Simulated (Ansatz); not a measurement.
# How fast states decay through Na3SBr, part 2 of 2

A new crystal, Na3SBr: structure, gap and complex bands. It is built by putting S for O in the Na3BrO structure of space group Pm-3m, with the volume rescaled by atomic radii. The parent structure comes from the Materials Project.

Ansatz 0.2.0; r2SCAN DFT, plane waves, PAW files (the session's first sound run).

So far, gap on path (eV): step 3 (band edges) 3.11.

The structure was built from a prototype and need not be the compound's stable phase.

### Step 4. Complex bands, plane (110), k-mesh 6×6×6

This step: r2SCAN DFT, plane waves, PAW files; complex bands by layer matching along the plane's normal (Ansatz 0.2.0).

The same crystal is laid in a cell whose first two vectors span the (110) plane (indices of the standard conventional cell, whose axes can be ordered otherwise than in the bulk input). At fixed energy and wavevector in the plane the solver finds all kz, real and complex. A few wavevectors are listed, (0, 0) and (0.5, 0) in units of the plane's reciprocal vectors; the slowest state needn't be among them.

Contents of input.yaml:

```yaml
crystal:
  lattice:
    - [5.214961603, 0.0, 0.0]
    - [0.0, 7.375069427, 0.0]
    - [0.0, 3.687534713, 3.687534713]
  atoms:
    - { symbol: Na, position: [0.5, 0.5, 0.5] }
    - { symbol: Na, position: [0.5, 0.0, 0.5] }
    - { symbol: Na, position: [0.0, 0.5, 0.0] }
    - { symbol: Br, position: [0.0, 0.0, 0.0] }
    - { symbol: S, position: [0.5, 0.5, 0.0] }
kpoints:
  mp_grid: { grid: [6, 6, 6] }
scf:
  occupations: { method: fixed }
hamiltonian:
  xc: r2scan
output:
  eigenvalues: true
  transmission:
    leads: [[0, 0]]
    kpoints: [[0.0, 0.0], [0.5, 0.0]]
    e_range: [-1.0, 4.11]
    de: 0.1
```

On the command line:

```
ansatz run input.yaml --threads 2 --pin off --max-ram 4096MiB --backend cpu --events-out ev --progress --plain --runs-dir out
```

Numbers of over 12 decimals in the logs are rounded to 6 here.

The log of the run:

```text
[...]
Crystal: 5 atoms, lattice volume = 141.825 Å³
Basis set: ecut = 500 eV, 3695 PW (Γ), exchange–correlation on 160×216×160 points (64 copies of the dense FFT grid, shifted against one another)
Bands: 25, of which v1, the nominal top of the filled ones, is band 20 counted from 1 (19 counted from 0)
Symmetry: 48 space group operations
[...]
k-points: 20 of 216
[...]
SCF iter   1: F=—  HF=-8171.268449 eV  |F-HF|=—  |Δ(HF+E_count)|=         —  Δρ=6.27e-3  dr2=3.03e-2  dr2_τ=7.71e-3  ethr=1.77e-3  ⟨swp⟩=5.2  Hψ=1927  notcnv=0  defer=53
[...]
SCF iter   6: F=-8171.282401 eV  HF=-8171.282401 eV  |F-HF|=4.81e-8  |Δ(HF+E_count)|=   9.25e-7  Δρ=5.89e-6  dr2=7.64e-8  dr2_τ=5.60e-9  ethr=2.50e-10  ⟨swp⟩=8.7  Hψ=2069  notcnv=0
SCF 1 converged in 6 iterations: F = -8171.282401 eV  dr2 = 7.64e-8
[...]
transmission: 6 of 12 steps passed
transmission: 12 of 12 steps passed
SCF converged after 6 iterations
Free energy (F): -8171.282401 eV
[...]
Internal energy: -8171.282401 eV  (E = F + TS)
E sigma→0 (E₀):  -8171.282401 eV
Fermi energy:    0.808916 eV
[...]
--- Band table (eV; the first three rows and the last of 20) ---
  k-point 0: bands = [... 16 lower, -0.5646, 0.8089, 0.8089, 0.8089, 3.9233, 6.5450, 6.5450, 9.4595, ... 1 higher]
  k-point 1: bands = [... 16 lower, -0.5015, 0.4567, 0.7404, 0.7446, 4.6472, 6.8338, 7.0084, 8.8831, ... 1 higher]
  k-point 2: bands = [... 16 lower, -0.4016, 0.4174, 0.6388, 0.6686, 5.6504, 6.6866, 7.9361, 8.2026, ... 1 higher]
  k-point 19: bands = [... 16 lower, -0.7320, 0.1546, 0.1546, 0.1546, 7.5319, 7.5319, 7.5319, 8.1800, ... 1 higher]
--- Transmission ---
  basis      : 409 plane waves across, 6 finite elements along
  points     : 2, as listed
  energies   : 52 from -1.000000 to 4.100000 eV about the Fermi level, 0.100000 eV apart; the leads are filled to 1.557169 eV, and channels, transmission and decay are at 1.600000 eV
  crystal 0  : Na3Br1S1, at the sites [0, 0], period 3.6875 Å: whole cells are its period
    offset         : up to 0.0000 Å between an atom of the period and one for which it stands
    channels       : 0.000000e0 a spin
    conductance    : none, the energies end too early or step too widely for 300 K: set another output.transmission.e_range or a lower de, or, where they end at an eighth of basis.ecutwfc, a higher one
    slowest decay  : 0.2782 /Å at (0.0000, 0.0000)
```

The job ended after 2 min (2 threads of Arm Neoverse V2, shared host; peak memory 1.4 GiB; 3.5 min of CPU time).

This step gave:

```yaml
level_to_which_the_leads_are_filled: 1.557 eV from the Fermi level
decay_constant_at_the_filling_level_zone_centre: 0.2782 Å⁻¹
decay_constant_at_the_filling_level_slowest_listed_point: 0.2782 Å⁻¹
```

K parallel (0, 0); values up to 1.5 1/Å, a degenerate pair printed once or twice; energies at which all values exceed this have no row. The Im kz of the slowest decaying states by energy, zero at the highest filled level on the SCF mesh:

```tsv
energy (eV)	decay 1 (Å⁻¹)	decay 2 (Å⁻¹)	decay 3 (Å⁻¹)	decay 4 (Å⁻¹)
-1.0000	0.233	0.401	0.427	0.880
-0.8000	0.215	0.458	0.478	0.798
-0.5000	0.0888	0.429	0.573	0.610
-0.3000	0.351	0.360	0.640	0.868
0.0000	0.00396	0.00684	0.00763	0.242
0.2000	0.159	0.311	0.366	0.374
0.5000	0.226	0.370	0.481	0.497
0.7000	0.251	0.395	0.513	0.547
1.0000	0.272	0.420	0.540	0.592
1.2000	0.279	0.431	0.551	0.605
1.5000	0.280	0.441	0.560	0.618
1.7000	0.275	0.444	0.562	0.623
2.0000	0.261	0.443	0.561	0.627
2.2000	0.246	0.441	0.558	0.627
2.5000	0.213	0.433	0.550	0.624
2.7000	0.180	0.425	0.543	0.620
3.0000	0.0993	0.410	0.529	0.613
3.2000	0.397	0.518	0.606	0.627
3.5000	0.374	0.498	0.594	0.595
3.7000	0.355	0.483	0.571	0.584
4.0000	0.320	0.456	0.534	0.568
```

K parallel (0.5, 0); values up to 1.5 1/Å, a degenerate pair printed once or twice; energies at which all values exceed this have no row. The Im kz of the slowest decaying states by energy, zero at the highest filled level on the SCF mesh:

```tsv
energy (eV)	decay 1 (Å⁻¹)	decay 2 (Å⁻¹)	decay 3 (Å⁻¹)	decay 4 (Å⁻¹)
-1.0000	0.109	0.196	0.224	0.355
-0.8000	0.0518	0.145	0.169	0.300
-0.5000	0.310	0.591	1.44	-
-0.3000	0.144	0.232	0.634	1.42
0.0000	0.211	0.285	0.296	0.680
0.2000	0.301	0.334	0.407	0.703
0.5000	0.373	0.385	0.506	0.730
0.7000	0.405	0.409	0.551	0.744
1.0000	0.436	0.439	0.601	0.761
1.2000	0.450	0.456	0.628	0.769
1.5000	0.464	0.475	0.659	0.779
1.7000	0.471	0.484	0.676	0.784
2.0000	0.477	0.494	0.697	0.791
2.2000	0.479	0.499	0.709	0.794
2.5000	0.478	0.503	0.723	0.800
2.7000	0.476	0.503	0.732	0.804
3.0000	0.469	0.502	0.743	0.814
3.2000	0.463	0.500	0.749	0.827
3.5000	0.451	0.495	0.759	0.871
3.7000	0.440	0.490	0.766	0.851
4.0000	0.420	0.480	0.777	0.818
```

At the listed wavevectors the last open channel is at -0.10 eV and the next at +3.20 eV on the grid. At +1.60 eV, the grid energy nearest the filling level (the middle of the gap on the SCF mesh), the slowest state at the listed wavevectors decays with κ = 0.278 Å⁻¹, its amplitude falling by e over 3.6 Å. Through 1 nm of this crystal that state's transmission falls by exp(−2 × 0.278 Å⁻¹ × 10 Å) = 0.0038.

### Step 5. Decay over the two-dimensional zone

The listed points could miss the slowest state, so one energy near mid-gap is solved on a mesh of 10×10.

input.yaml, as its differences from that of step 4:

```diff
@@ -19,6 +19,2 @@
   eigenvalues: true
-  transmission:
-    leads: [[0, 0]]
-    kpoints: [[0.0, 0.0], [0.5, 0.0]]
-    e_range: [-1.0, 4.11]
-    de: 0.1
+  transmission: { leads: [[0, 0]], kmesh: [10, 10], e_range: [1.56, 1.57], de: 0.05 }
```

The log of the run:

```text
[...]
Crystal: 5 atoms, lattice volume = 141.825 Å³
Basis set: ecut = 500 eV, 3695 PW (Γ), exchange–correlation on 160×216×160 points (64 copies of the dense FFT grid, shifted against one another)
Bands: 25, of which v1, the nominal top of the filled ones, is band 20 counted from 1 (19 counted from 0)
Symmetry: 48 space group operations
[...]
k-points: 20 of 216
[...]
SCF iter   1: F=—  HF=-8171.268449 eV  |F-HF|=—  |Δ(HF+E_count)|=         —  Δρ=6.27e-3  dr2=3.03e-2  dr2_τ=7.71e-3  ethr=1.77e-3  ⟨swp⟩=5.2  Hψ=1927  notcnv=0  defer=53
[...]
SCF iter   6: F=-8171.282401 eV  HF=-8171.282401 eV  |F-HF|=4.81e-8  |Δ(HF+E_count)|=   9.25e-7  Δρ=5.89e-6  dr2=7.64e-8  dr2_τ=5.60e-9  ethr=2.50e-10  ⟨swp⟩=8.7  Hψ=2069  notcnv=0
SCF 1 converged in 6 iterations: F = -8171.282401 eV  dr2 = 7.64e-8
[...]
transmission: 36 of 216 steps passed
transmission: 54 of 216 steps passed
[...]
transmission: 216 of 216 steps passed
SCF converged after 6 iterations
Free energy (F): -8171.282401 eV
[...]
Internal energy: -8171.282401 eV  (E = F + TS)
E sigma→0 (E₀):  -8171.282401 eV
Fermi energy:    0.808916 eV
[...]
--- Band table (eV; the first three rows and the last of 20) ---
  k-point 0: bands = [... 16 lower, -0.5646, 0.8089, 0.8089, 0.8089, 3.9233, 6.5450, 6.5450, 9.4595, ... 1 higher]
  k-point 1: bands = [... 16 lower, -0.5015, 0.4567, 0.7404, 0.7446, 4.6472, 6.8338, 7.0084, 8.8831, ... 1 higher]
  k-point 2: bands = [... 16 lower, -0.4016, 0.4174, 0.6388, 0.6686, 5.6504, 6.6866, 7.9361, 8.2026, ... 1 higher]
  k-point 19: bands = [... 16 lower, -0.7320, 0.1546, 0.1546, 0.1546, 7.5319, 7.5319, 7.5319, 8.1800, ... 1 higher]
--- Transmission ---
  basis      : 409 plane waves across, 6 finite elements along
  points     : 36, standing for a mesh of 10 x 10
  energies   : 1 from 1.560000 to 1.560000 eV about the Fermi level; the leads are filled to 1.557169 eV, and channels, transmission and decay are at 1.560000 eV
  crystal 0  : Na3Br1S1, at the sites [0, 0], period 3.6875 Å: whole cells are its period
[...]
channels       : 0.000000e0 a spin
    conductance    : none, crystal 0 has no channel at the energies, or these end too early or step too widely for 300 K: set another output.transmission.e_range or a lower de, or, where they end at an eighth of basis.ecutwfc, a higher one
    slowest decay  : 0.2790 /Å at (0.0000, 0.0000)
```

It took 3.1 min on 2 threads; peak memory 1.5 GiB; 6.1 min of CPU time.

This step gave:

| Property | Result |
| --- | --- |
| least decay constant on the mesh | 0.279 Å⁻¹ |

Slowest decay constant (1/Å; 0 where a channel is open) over k1 and k2. At 1.5600 eV from the Fermi level.

Values, 10 rows by 10 columns:
```
0.449 0.451 0.466 0.487 0.443 0.383 0.443 0.487 0.466 0.451
0.454 0.454 0.462 0.477 0.395 0.350 0.395 0.477 0.462 0.454
0.460 0.460 0.463 0.470 0.353 0.316 0.353 0.470 0.463 0.460
0.465 0.466 0.467 0.469 0.324 0.289 0.324 0.469 0.467 0.466
0.466 0.468 0.469 0.469 0.313 0.279 0.313 0.469 0.469 0.468
0.465 0.466 0.467 0.469 0.324 0.289 0.324 0.469 0.467 0.466
0.460 0.460 0.463 0.470 0.353 0.316 0.353 0.470 0.463 0.460
0.454 0.454 0.462 0.477 0.395 0.350 0.395 0.477 0.462 0.454
0.449 0.451 0.466 0.487 0.443 0.383 0.443 0.487 0.466 0.451
0.446 0.454 0.473 0.498 0.502 0.408 0.502 0.498 0.473 0.454
```
Columns: k1 (b1) from -0.5 to 0.4; rows upwards: k2 (b2) from -0.5 to 0.4.

The least value on the mesh is 0.279 Å⁻¹ at +1.56 eV. At that energy the listed points give about 0.279 Å⁻¹ by interpolation, so the mesh holds no clearly slower state.

### Step 6. Decaying states in the gap, plane (111), k-mesh 8×8×8

The same for the (111) plane, at (0, 0) and (0.5, 0), to see how the decay depends on direction.

Contents of input.yaml:

```yaml
crystal:
  lattice:
    - [7.375069427, 0.0, 0.0]
    - [3.687534713, 6.386997478, 0.0]
    - [3.687534713, 2.128999159, 3.010859485]
  atoms:
    - { symbol: Na, position: [0.5, 0.5, 0.0] }
    - { symbol: Na, position: [0.0, 0.5, 0.0] }
    - { symbol: Na, position: [0.5, 0.0, 0.0] }
    - { symbol: Br, position: [0.0, 0.0, 0.0] }
    - { symbol: S, position: [0.5, 0.5, 0.5] }
kpoints:
  mp_grid: { grid: [8, 8, 8] }
scf:
  occupations: { method: fixed }
hamiltonian:
  xc: r2scan
output:
  eigenvalues: true
  transmission:
    leads: [[0, 0]]
    kpoints: [[0.0, 0.0], [0.5, 0.0]]
    e_range: [-1.0, 4.11]
    de: 0.1
```

The log of the run:

```text
basis.fft_grid_basis auto: the FFT boxes are laid along the combinations [[1, 0, -1], [0, 1, -1], [0, 0, 1]] of the cell's own vectors, 5.215, 5.215 and 5.215 Å long. The dense box has 40×40×40 points. Along the cell's own vectors, as sized, it would have 54×54×40, 1.82 times as many. basis.fft_grid_basis: typed keeps the cell's own vectors: state it where this run's energies or levels are differenced outside the engine with another run's, or held beside a run that keeps those vectors.
[...]
Crystal: 5 atoms, lattice volume = 141.825 Å³
Basis set: ecut = 500 eV, 3695 PW (Γ), FFT grids on a1−a3, a2−a3, a3, exchange–correlation on 160×160×160 points (64 copies of the dense FFT grid, shifted against one another)
Bands: 25, of which v1, the nominal top of the filled ones, is band 20 counted from 1 (19 counted from 0)
Symmetry: 48 space group operations
[...]
k-points: 35 of 512
[...]
SCF iter   1: F=—  HF=-8171.268450 eV  |F-HF|=—  |Δ(HF+E_count)|=         —  Δρ=6.27e-3  dr2=3.04e-2  dr2_τ=7.72e-3  ethr=1.77e-3  ⟨swp⟩=5.1  Hψ=3263  notcnv=0  defer=92
[...]
SCF iter   6: F=-8171.282384 eV  HF=-8171.282384 eV  |F-HF|=5.49e-8  |Δ(HF+E_count)|=   8.92e-7  Δρ=6.11e-6  dr2=8.06e-8  dr2_τ=6.13e-9  ethr=2.50e-10  ⟨swp⟩=8.7  Hψ=3718  notcnv=0
SCF 1 converged in 6 iterations: F = -8171.282384 eV  dr2 = 8.06e-8
[...]
transmission: 5 of 10 steps passed
transmission: 10 of 10 steps passed
SCF converged after 6 iterations
Free energy (F): -8171.282384 eV
[...]
Internal energy: -8171.282384 eV  (E = F + TS)
E sigma→0 (E₀):  -8171.282384 eV
Fermi energy:    0.808944 eV
[...]
--- Band table (eV; the first three rows and the last of 35) ---
  k-point 0: bands = [... 16 lower, -0.5646, 0.8089, 0.8089, 0.8089, 3.9232, 6.5450, 6.5450, 9.4595, ... 1 higher]
  k-point 1: bands = [... 16 lower, -0.5152, 0.5177, 0.7427, 0.7427, 4.5527, 6.8805, 6.8805, 8.9356, ... 1 higher]
  k-point 2: bands = [... 16 lower, -0.7189, 0.5016, 0.5519, 0.5519, 5.7573, 7.4506, 7.4506, 7.5752, ... 1 higher]
  k-point 34: bands = [... 16 lower, -0.3929, 0.3927, 0.6019, 0.6529, 5.9293, 6.5668, 7.6985, 8.3604, ... 1 higher]
--- Transmission ---
  basis      : 499 plane waves across, 5 finite elements along
  points     : 2, as listed
[...]
crystal 0  : Na3Br1S1, at the sites [0, 0], period 3.0109 Å: whole cells are its period
[...]
channels       : 0.000000e0 a spin
[...]
slowest decay  : 0.2731 /Å at (0.0000, 0.0000)
```

It took 2.8 min on 2 threads; peak memory 2 GiB.

Numbers from this step:

| Property | Result |
| --- | --- |
| decay constant at the filling level, zone centre | 0.2731 Å⁻¹ |
| decay constant at the filling level, slowest listed point | 0.2731 Å⁻¹ |

K parallel (0, 0); values up to 1.5 1/Å, a degenerate pair printed once or twice; energies at which all values exceed this have no row. Table of Im kz of the slowest decaying states by energy, zero at the highest filled level on the SCF mesh:

```tsv
energy (eV)	decay 1 (Å⁻¹)	decay 2 (Å⁻¹)	decay 3 (Å⁻¹)	decay 4 (Å⁻¹)
-1.00	0.179	0.206	0.320	0.496
-0.70	0.0803	0.136	0.198	0.602
-0.50	0.149	0.663	0.933	1.22
-0.20	0.138	0.774	1.20	-
0.00	0.00407	0.00751	0.233	0.751
0.30	0.184	0.302	0.498	0.733
0.50	0.222	0.331	0.567	0.746
0.80	0.254	0.362	0.608	0.768
1.00	0.266	0.377	0.620	0.779
1.30	0.274	0.392	0.629	0.790
1.60	0.273	0.403	0.630	0.796
1.80	0.267	0.407	0.627	0.797
2.10	0.251	0.411	0.620	0.795
2.30	0.234	0.411	0.613	0.792
2.60	0.197	0.409	0.599	0.784
2.80	0.159	0.406	0.588	0.778
3.10	0.0355	0.400	0.569	0.766
3.30	0.394	0.555	0.756	0.827
3.60	0.383	0.530	0.740	0.793
3.80	0.375	0.511	0.728	0.770
4.10	0.359	0.479	0.707	0.737
```

K parallel (0.5, 0); values up to 1.5 1/Å, a degenerate pair printed once or twice; energies at which all values exceed this have no row. The Im kz of the slowest decaying states by energy, zero at the highest filled level on the SCF mesh:

```tsv
energy (eV)	decay 1 (Å⁻¹)	decay 2 (Å⁻¹)	decay 3 (Å⁻¹)	decay 4 (Å⁻¹)
-1.0000	0.122	0.297	0.453	0.505
-0.8000	0.0570	0.254	0.480	0.631
-0.5000	0.157	0.380	0.485	0.631
-0.3000	0.0219	0.254	0.258	0.594
0.0000	0.187	0.195	0.398	0.431
0.2000	0.260	0.261	0.521	0.528
0.5000	0.313	0.315	0.588	0.671
0.7000	0.336	0.337	0.609	0.687
1.0000	0.360	0.360	0.627	0.701
1.2000	0.370	0.371	0.634	0.706
1.5000	0.380	0.382	0.638	0.709
1.7000	0.384	0.386	0.637	0.708
2.0000	0.385	0.389	0.632	0.704
2.2000	0.384	0.389	0.626	0.699
2.5000	0.378	0.385	0.613	0.690
2.7000	0.372	0.380	0.603	0.682
3.0000	0.360	0.370	0.585	0.667
3.2000	0.349	0.361	0.570	0.656
3.5000	0.329	0.343	0.545	0.638
3.7000	0.311	0.328	0.525	0.624
4.0000	0.278	0.298	0.492	0.600
```

At the listed wavevectors the last open channel is at -0.10 eV and the next at +3.20 eV on the grid. At +1.60 eV, the grid energy nearest the filling level (the middle of the gap on the SCF mesh), the slowest state at the listed wavevectors decays with κ = 0.273 Å⁻¹, its amplitude falling by e over 3.7 Å; the first such run, plane (110), gave 0.278 Å⁻¹.

### Step 7. Outcome

* band gap: 3.11 eV
* least decay constant at mid-gap, normal to (110): 0.278 Å⁻¹
* least decay constant at mid-gap, normal to (111): 0.273 Å⁻¹
* least decay constant on a mesh, normal to (110): 0.279 Å⁻¹

In words: With r2SCAN, the slowest decay at the wavevectors tried is κ = 0.273 Å⁻¹, normal to (111). Through such a film the transmission near mid-gap falls as exp(−2κd), a factor of ten every 4.2 Å. The directions tried decay at nearly the same rate. A free electron under a barrier of half the gap would need a mass of 0.18 mₑ to decay at this rate. The compound is made up by substitution; its stability against other phases and against distortions of the cell's symmetry was not tested. r2SCAN still narrows gaps, if less than LDA and GGA do, so real decay constants are likely larger.

[Logs are printed without paths, hosts, clocks, repeated set-up lines and the standing remarks that a program may print on its own settings, such as how far it seeks lower states.]

[Hosts, paths, dates, database ids (printed as entryN), source tags and the programs' standing remarks are cut or masked in the printed files.]
